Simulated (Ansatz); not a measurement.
# Be chain started as a dimerised line: one chain at several levels of theory, part 2 of 4

Wanted: the relaxed geometry and the open channels of the Be chain started as a dimerised line, by several methods.

Ansatz 0.2.0; DFT PBE, plane waves, PAW; relaxation of a chain's period (the session's first sound run).

So far. Step 2 (Relaxation of atoms and period, level PBE, cutoff 420 …): The cell's length comes to 4.309 Å with no moment. The two atoms stand evenly on a line, so the true period is half of it. That is +18 % against the start, more than a small adjustment.

## Step 3: The wire at its relaxed period, level PBE, cutoff 420 eV

This step: DFT PBE, plane waves, PAW; channels and complex bands of a perfect chain (Ansatz 0.2.0).

At the relaxed period the Bloch states of the perfect chain are found at each energy: those that move forward count the open channels, and those that decay describe how a disturbance dies away inside the wire itself. An energy step of 0.035 eV is under the 0.039 eV that the program asks for its thermal average at 300 K.

input.yaml

```yaml
crystal:
  lattice:
    - [7.5, 0.0, 0.0]
    - [0.0, 7.5, 0.0]
    - [0.0, 0.0, 4.3086495418]
  atoms:
    - { symbol: Be, position: [0.5, 0.5, 0.974998904] }
    - { symbol: Be, position: [0.5, 0.5, 0.475001096] }
kpoints:
  mp_grid: { grid: [1, 1, 19] }
  band_path: { path: ["Γ", Z], npoints: 60 }
scf:
  occupations: { method: fermi_dirac, width: 0.05 }
hamiltonian:
  xc: pbe
output:
  transmission:
    e_range: [-2, 2]
    de: 0.035
    kmesh: [1, 1]
    reduced_basis: true
    leads: [[0, 0]]
  dos: { projected: true, e_range: [-6, 4] }
  write_potential: true
  write_density: true
  volumetric_format: npy
  elf: true
```

Command:

```bash
$ ansatz run input.yaml --threads 4 --pin off --max-ram 8192MiB --backend cpu --events-out ev --progress --plain --runs-dir out
```

Numbers of over 12 decimals in the logs are rounded to 6 here.

The program printed:

```text
Warning: the atoms were moved onto the symmetric positions of the space group found under crystal.symmetry.tolerance 1.0e-5 (fractional; no operation is sought that the atoms, as they stand in a round, miss by more than twice it, and no atom is moved by as much as it), and the run uses the moved positions. Before a round's move an operation carried an atom to 9.44e-6 Å from where it should land, the largest such dist [...]
[...]
Crystal: 2 atoms, lattice volume = 242.362 Å³
Basis set: ecut = 420 eV, 4695 PW (Γ)
Bands: 6, of which v1, the nominal top of the filled ones, is band 2 counted from 1 (1 counted from 0)
Symmetry: 32 space group operations
[...]
k-points: 10 of 19
[...]
SCF iter   1: F=—  HF=-180.791937 eV  |F-HF|=—  |Δ(HF+E_count)|=         —  Δρ=4.53e-3  dr2=8.89e-2  ethr=1.77e-3  ⟨swp⟩=6.3  Hψ=612  notcnv=0
[...]
SCF iter   6: F=-180.769999 eV  HF=-180.769999 eV  |F-HF|=6.05e-11  |Δ(HF+E_count)|=   6.15e-9  Δρ=2.24e-7  dr2=2.12e-10  ethr=5.00e-10  ⟨swp⟩=1.2  Hψ=194  notcnv=0
SCF 1 converged in 6 iterations: F = -180.769999 eV  dr2 = 2.12e-10
[...]
NSCF: frozen V_eff on 61 k-points
transmission: 6 of 36 steps passed
transmission: 12 of 36 steps passed
[...]
transmission: 36 of 36 steps passed
WARN: The output density's exchange-correlation potential varies sharply where the density is thin. Do not read a vacuum level from v_tot or v_xc, or from such a field of the output density. On a cell that repeats whose density bears no net charge and no dipole along the vacuum's axis use v_es (v_loc + v_h of the components); under efield.dipole_correction with no amplitude use v_es + v_field, which holds any externa [...]
Second SCF, for the conductance: iteration 1, dr2 3.356e-5 eV
Second SCF, for the conductance: iteration 2, dr2 3.124e-6 eV
Second SCF, for the conductance: iteration 3, dr2 3.947e-8 eV
transmission: 6 of 36 steps passed
transmission: 12 of 36 steps passed
[...]
transmission: 36 of 36 steps passed
SCF converged after 6 iterations
Free energy (F): -180.769999 eV
[...]
Internal energy: -180.766753 eV  (E = F + TS)
E sigma→0 (E₀):  -180.768376 eV
Entropy (-TS):   -0.003246 eV (-1.623 meV/atom)
Fermi energy:    -2.366483 eV
[...]
--- Band table (eV; the first three rows and the last of 10) ---
[...]
--- Transmission ---
  basis      : 497 plane waves across, 6 finite elements along
  points     : 1, standing for a mesh of 1 x 1
  filling    : by a second SCF (3 iterations) under fermi_dirac of width 0.025852 eV on a mesh of 1 x 1 x 25, whose Fermi level is -2.344646 eV
  energies   : 115 from -2.000000 to 1.990000 eV about the Fermi level, 0.035000 eV apart; the leads are filled to 0.000000 eV, and channels, transmission and decay are at -0.005000 eV
  crystal 0  : Be2, at the sites [0, 0], period 4.3086 Å: whole cells are its period
    offset         : up to 0.0000 Å between an atom of the period and one for which it stands
    filled         : 0.1 meV over the level at which it is neutral
    channels       : 0.000000e0 a spin
    conductance    : 2.0198e11 S/m² at 300 K; may be off by some 0.4 % by where its bands' edges are placed, 0.1 % from the distance to neutral
    slowest decay  : 0.1314 /Å at (0.0000, 0.0000)
```

It took 22 s on 4 threads of Arm Neoverse V2, shared host; peak memory 0.42 GiB; 71 s of CPU time.

In the SCF lines HF is the Harris–Foulkes energy and dr2 the Hartree energy of the density residual, in eV; the loop may stop once dr2 is under the threshold and the program's other checks hold. Hψ counts applications of the Hamiltonian.

This step gave:

* energy at zero smearing: -180.7684 eV
* channels at the energy nearest the Fermi level, one spin: 0
* conductance of the lead as this run defines it: 0.001466 G₀
* slowest decay in the lead at the energy nearest the Fermi level: 0.1314 Å⁻¹
* band gap: 0.3961 eV

The open channels of the lead, one spin by energy, zero at the Fermi level:

energy (eV), open channels of the lead, one spin and a bar:
```
   -2.000       1.00 ###############
   -1.895       1.00 ###############
   -1.790       1.00 ###############
   -1.685       1.00 ###############
   -1.615       1.00 ###############
   -1.510       1.00 ###############
   -1.405       1.00 ###############
   -1.300       1.00 ###############
   -1.195       1.00 ###############
   -1.090       1.00 ###############
   -0.985       1.00 ###############
   -0.915       1.00 ###############
   -0.810       1.00 ###############
   -0.705       1.00 ###############
   -0.600       1.00 ###############
   -0.495       1.00 ###############
   -0.390       1.00 ###############
   -0.285       1.00 ###############
   -0.215       1.00 ###############
   -0.110       0.00 
   -0.005       0.00 
    0.100       0.00 
    0.205       0.00 
    0.310       2.00 ##############################
    0.415       2.00 ##############################
    0.485       2.00 ##############################
    0.590       2.00 ##############################
    0.695       2.00 ##############################
    0.800       2.00 ##############################
    0.905       2.00 ##############################
    1.010       2.00 ##############################
    1.115       2.00 ##############################
    1.185       2.00 ##############################
    1.290       2.00 ##############################
    1.395       2.00 ##############################
    1.500       2.00 ##############################
    1.605       2.00 ##############################
    1.710       2.00 ##############################
    1.815       2.00 ##############################
    1.885       2.00 ##############################
```

The slowest values at each energy, most degenerate partners merged, listed up to 1.5 1/Å. Im kz of the slowest decaying states against energy, zero at the Fermi level:

```
energy (eV)  decay 1 (Å⁻¹)  decay 2 (Å⁻¹)  decay 3 (Å⁻¹)  decay 4 (Å⁻¹)
     -2.000          0.772           1.12           1.25           1.41
     -1.790          0.734           1.10           1.23           1.40
     -1.615          0.702           1.08           1.21           1.38
     -1.405          0.660           1.05           1.18           1.36
     -1.195          0.616           1.02           1.16           1.34
     -0.985          0.568          0.993           1.14           1.32
     -0.810          0.525          0.968           1.12           1.30
     -0.600          0.468          0.938           1.09           1.28
     -0.390          0.403          0.906           1.07           1.26
     -0.215          0.340          0.879           1.04           1.24
     -0.005          0.131          0.242          0.845           1.02
      0.205         0.0410          0.188          0.810          0.989
      0.415          0.227          0.774          0.961           1.17
      0.590          0.251          0.742          0.937           1.15
      0.800          0.273          0.701          0.907           1.12
      1.010          0.291          0.658          0.876           1.10
      1.185          0.302          0.620          0.849           1.08
      1.395          0.313          0.571          0.816           1.05
      1.605          0.320          0.517          0.782           1.03
      1.815          0.325          0.457          0.746          0.998
```

Electronic bands along the path, in eV, zero at the Fermi level; v1 is the highest filled band, c1 the lowest empty one:

```
  point     v2     v1    c1    c2    c3    c4
      Γ  -3.99  -0.17  0.23  0.23  2.58  3.95
halfway  -3.63  -1.14  0.72  0.72  3.05  4.46
      Z  -2.61  -2.61  2.17  2.17  2.17  2.17
```

The electronic bands as a text plot (rows in eV, shown from -4.0 to 2.2 only):

```
    2.0 |                                                    ++++
    1.8 |                                                ++++
    1.5 |                                           +++++
    1.3 |                                       ++++
    1.0 |                                +++++++
    0.8 |                          ++++++
    0.5 |               +++++++++++
    0.2 |+++++++++++++++
    0.0 |
   -0.3 |************
   -0.5 |            ******
   -0.8 |                  ******
   -1.0 |                        ****
   -1.3 |                            *****
   -1.5 |                                 *****
   -1.8 |                                      ****
   -2.1 |                                          *****
   -2.3 |                                               ******
   -2.6 |                                                     ***
   -2.8 |                                                ******
   -3.1 |                                          ******
   -3.3 |                                  ********
   -3.6 |                        **********
   -3.9 |************************
         Γ                                                      Z
```

Valence density in the ca plane at fractional y = 0.500, with atoms of Be within 0.2 Å of it. It is the smooth field of the valence electrons, not physical close to the nuclei.

Ten even steps from '_' (0.00 e/Å³) to '@' (0.43 e/Å³), each cell a mean:
```
____________________________
____________________________
____________________________
____________________________
____________________________
____________________________
____________________________
............................
..::::::::::....::::::::::..
::==++++++==::::==++++++==::
::**%%%%%%**::::**%%%%%%**::
::##@@@@@@##::::##@@@@@@##::
::**%%@@%%**::::**%%@@%%**::
::==******==::::==******==::
::::------::::::::------::::
............................
____________________________
____________________________
____________________________
____________________________
____________________________
____________________________
____________________________
____________________________
```
Columns run along c (4.3 Å), rows up along a (7.5 Å). Atoms in or near the plane, at fractional coordinates: Be at (0.98, 0.50), Be at (0.47, 0.50).

Electrostatic potential energy in the ca plane at fractional y = 0.500, with atoms of Be within 0.2 Å of it. With pseudopotentials it is smooth inside the atoms' cores, unlike the true potential.

Ten even steps from '_' (-40 eV) to '@' (1 eV), each cell a mean:
```
@@@@@@@@@@@@@@@@@@@@@@@@@@@@
@@@@@@@@@@@@@@@@@@@@@@@@@@@@
@@@@@@@@@@@@@@@@@@@@@@@@@@@@
@@@@@@@@@@@@@@@@@@@@@@@@@@@@
@@@@@@@@@@@@@@@@@@@@@@@@@@@@
@@@@@@@@@@@@@@@@@@@@@@@@@@@@
@@@@@@@@@@@@@@@@@@@@@@@@@@@@
@@@@@@@@@@@@@@@@@@@@@@@@@@@@
%%%%@@@@@@%%%%%%%%@@@@@@%%%%
++##%%@@%%##++++##%%@@%%##++
__==%%@@%%--____==%%@@%%--__
__::##%%##..____::##%%##..__
__--##%%##::____--##%%##::__
--**%%@@%%**----**%%@@%%**--
##%%@@@@@@%%####%%@@@@@@%%##
@@@@@@@@@@@@@@@@@@@@@@@@@@@@
@@@@@@@@@@@@@@@@@@@@@@@@@@@@
@@@@@@@@@@@@@@@@@@@@@@@@@@@@
@@@@@@@@@@@@@@@@@@@@@@@@@@@@
@@@@@@@@@@@@@@@@@@@@@@@@@@@@
@@@@@@@@@@@@@@@@@@@@@@@@@@@@
@@@@@@@@@@@@@@@@@@@@@@@@@@@@
@@@@@@@@@@@@@@@@@@@@@@@@@@@@
@@@@@@@@@@@@@@@@@@@@@@@@@@@@
```
Columns run along c (4.3 Å; values clipped at the 3rd and 97th percentile), rows up along a (7.5 Å). Atoms in or near the plane, at fractional coordinates: Be at (0.98, 0.50), Be at (0.47, 0.50).

ELF in the ca plane at fractional y = 0.500, with atoms of Be within 0.2 Å of it. It is the smooth field of the valence electrons, not physical close to the nuclei.

Ten even steps from '0' (0.02 × 1e-1) to '9' (9.91 × 1e-1), each cell a mean:
```
00000000000000
00000000000000
00000000000000
00000000000000
00111000011100
01343100134310
13676311367631
25898522589852
37999623799962
28999722899972
28999812899981
39999933999993
29999822999982
28999812899981
27999722799972
26999622699962
24787422478742
12454211245421
01222000122200
00000000000000
00000000000000
00000000000000
00000000000000
00000000000000
```
Columns run along c (4.3 Å), rows up along a (7.5 Å). Atoms in or near the plane, at fractional coordinates: Be at (0.98, 0.50), Be at (0.47, 0.50).

By hand: the program gives 2.0198 × 10^11 S/m² over the cell's cross-section of 56.25 Å² = 5.625 × 10^-19 m², so one cell conducts 1.136 × 10^-7 S. Divided by G0 = 2e²/h = 7.748 × 10^-5 S this is 0.00147 G0, a resistance of 8802 kΩ.

At the computed energy nearest the Fermi level there are 0 channels a spin, and the thermal average gives 0.00147 G₀; the gap is 0.40 eV.

## Step 4: Relaxation of atoms and period

This step: DFT LDA, plane waves, PAW; relaxation of a chain's period (Ansatz 0.2.0).

The relaxation is repeated under another functional. LDA has no gradient terms and tends to overbind, so it marks the short end of the likely bond lengths.

input.yaml

```yaml
crystal:
  lattice:
    - [7.5, 0.0, 0.0]
    - [0.0, 7.5, 0.0]
    - [0.0, 0.0, 3.648]
  atoms:
    - { symbol: Be, position: [0.5, 0.5, 0.0], spin: 0.5 }
    - { symbol: Be, position: [0.5, 0.5, 0.45], spin: 0.5 }
magnetization:
  spin_polarized: true
kpoints:
  mp_grid: { grid: [1, 1, 22] }
scf:
  occupations: { method: fermi_dirac, width: 0.05 }
hamiltonian:
  xc: lda
relax:
  cell: { fix: [a, b, alpha, beta, gamma] }
  max_steps: 60
```

The program printed:

```text
[...]
Crystal: 2 atoms, lattice volume = 205.200 Å³
Basis set: ecut = 420 eV, 3997 PW (Γ)
Bands: 7, of which v1, the nominal top of the filled ones, is band 2 counted from 1 (1 counted from 0)
Symmetry: 16 space group operations
[...]
k-points: 12 of 22
[...]
Starting moments: Σ|m| = 1 μB on 2 of 2 sites
[...]
0.000000      -0.091560       0.000000
        0.000000       0.000000       0.044366
  P = ⅓ Tr σ = -0.0463 GPa (-0.463 kbar)
--- Relaxed structure (5 steps of the walk, 5 accepted, 1 SCFs on fresh bases) ---
[...]
cell:  # Å, volume = 240.4318 Å³
    - [7.5, 0.0, 0.0]
    - [0.0, 7.5, 0.0]
    - [0.0, 0.0, 4.274343]
  atoms:
    - { symbol: Be, position: [0.5, 0.5, -0.025005] }
    - { symbol: Be, position: [0.5, 0.5, 0.475005] }
[key lines of the parts left out:]
SCF converged after 4 iterations
Magnetization: -0.0000 μB (2.0000 up, 2.0000 down)
Free energy (F): -171.044174 eV
Fermi energy:    -2.520953 eV
```

It took 5.2 s on 4 threads; peak memory 0.38 GiB; 18 s of CPU time.

The steps of the relaxation:

```
step  energy less that of the first step (eV)  largest force component (eV/Å)  pressure (GPa)  volume (Å³)
   1                                   0.0000                          5.7173            3.03       205.20
   2                                  -0.8426                          1.8271            1.67       215.42
   3                                  -1.1402                          0.5663            0.89       225.38
   4                                  -1.2610                          0.2127            0.21       235.64
   5                                  -1.2748                          0.0005           -0.06       240.43
  6*                                  -1.2777                          0.0005           -0.05       240.43
```

Relaxation steps marked * repeat the geometry before them on a plane-wave basis chosen anew for their cell, so energy and pressure can jump there.

Forces are held to the 16 operations that the run works with; a distortion that breaks them can't arise in this run.

```
cell as run  before  after   change
      c (Å)   3.648  4.274  +17.2 %
```

The atoms that moved most (Å, along periodic axes as changes of fractional coordinates times the final cell, across vacuum about the mean position):

```
atom     dx     dy      dz  length
 Be1  0.000  0.000  -0.107   0.107
 Be2  0.000  0.000   0.107   0.107
```

The relaxed structure:

```xyz
2
Lattice="7.5000 0.0000 0.0000 0.0000 7.5000 0.0000 0.0000 0.0000 4.2743" Properties=species:S:1:pos:R:3
Be    3.7500    3.7500   -0.1069
Be    3.7500    3.7500    2.0303
```

The cell's length comes to 4.274 Å, -0.8 % against the first run, with no moment. The two atoms stand evenly on a line, so the true period is half of it. That is +17 % against the start, more than a small adjustment.

## Step 5: The perfect wire, level LDA, cutoff 420 eV

This step: DFT LDA, plane waves, PAW; channels and complex bands of a perfect chain (Ansatz 0.2.0).

The channels are counted again under LDA, at the period that it gave.

input.yaml

```yaml
crystal:
  lattice:
    - [7.5, 0.0, 0.0]
    - [0.0, 7.5, 0.0]
    - [0.0, 0.0, 4.2743434975]
  atoms:
    - { symbol: Be, position: [0.5, 0.5, 0.974995099] }
    - { symbol: Be, position: [0.5, 0.5, 0.475004901] }
kpoints:
  mp_grid: { grid: [1, 1, 19] }
  band_path: { path: ["Γ", Z], npoints: 60 }
scf:
  occupations: { method: fermi_dirac, width: 0.05 }
hamiltonian:
  xc: lda
output:
  transmission:
    e_range: [-2, 2]
    de: 0.035
    kmesh: [1, 1]
    reduced_basis: true
    leads: [[0, 0]]
  dos: { projected: true, e_range: [-6, 4] }
```

The program printed:

```text
[...]
Crystal: 2 atoms, lattice volume = 240.432 Å³
Basis set: ecut = 420 eV, 4679 PW (Γ)
Bands: 6, of which v1, the nominal top of the filled ones, is band 2 counted from 1 (1 counted from 0)
Symmetry: 32 space group operations
[...]
k-points: 10 of 19
[...]
--- Band table (eV; the first three rows and the last of 10) ---
[...]
--- Transmission ---
  basis      : 497 plane waves across, 6 finite elements along
  points     : 1, standing for a mesh of 1 x 1
[...]
crystal 0  : Be2, at the sites [0, 0], period 4.2743 Å: whole cells are its period
[...]
filled         : 0.1 meV over the level at which it is neutral
    channels       : 0.000000e0 a spin
[...]
slowest decay  : 0.1100 /Å at (0.0000, 0.0000)
[key lines of the parts left out:]
SCF converged after 6 iterations
Free energy (F): -171.044174 eV
Fermi energy:    -2.520982 eV
```

It took 19 s on 4 threads; peak memory 0.4 GiB; 62 s of CPU time.

Open channels of the lead, one spin against energy, zero at the Fermi level:

energy (eV), open channels of the lead, one spin and a bar:
```
   -2.000       1.00 ###############
   -1.790       1.00 ###############
   -1.615       1.00 ###############
   -1.405       1.00 ###############
   -1.195       1.00 ###############
   -0.985       1.00 ###############
   -0.810       1.00 ###############
   -0.600       1.00 ###############
   -0.390       1.00 ###############
   -0.215       1.00 ###############
   -0.005       0.00 
    0.205       2.00 ##############################
    0.415       2.00 ##############################
    0.590       2.00 ##############################
    0.800       2.00 ##############################
    1.010       2.00 ##############################
    1.185       2.00 ##############################
    1.395       2.00 ##############################
    1.605       2.00 ##############################
    1.815       2.00 ##############################
```

At the computed energy nearest the Fermi level there are 0 channels a spin, and the thermal average gives 0.0146 G₀; the gap is 0.29 eV.

(Part 2 of 4 ends here.)

[Logs are printed without paths, hosts, clocks, repeated set-up lines and the standing remarks that a program may print on its own settings, such as how far it seeks lower states.]

[Hosts, paths, dates, database ids (printed as entryN), source tags and the programs' standing remarks are cut or masked in the printed files.]
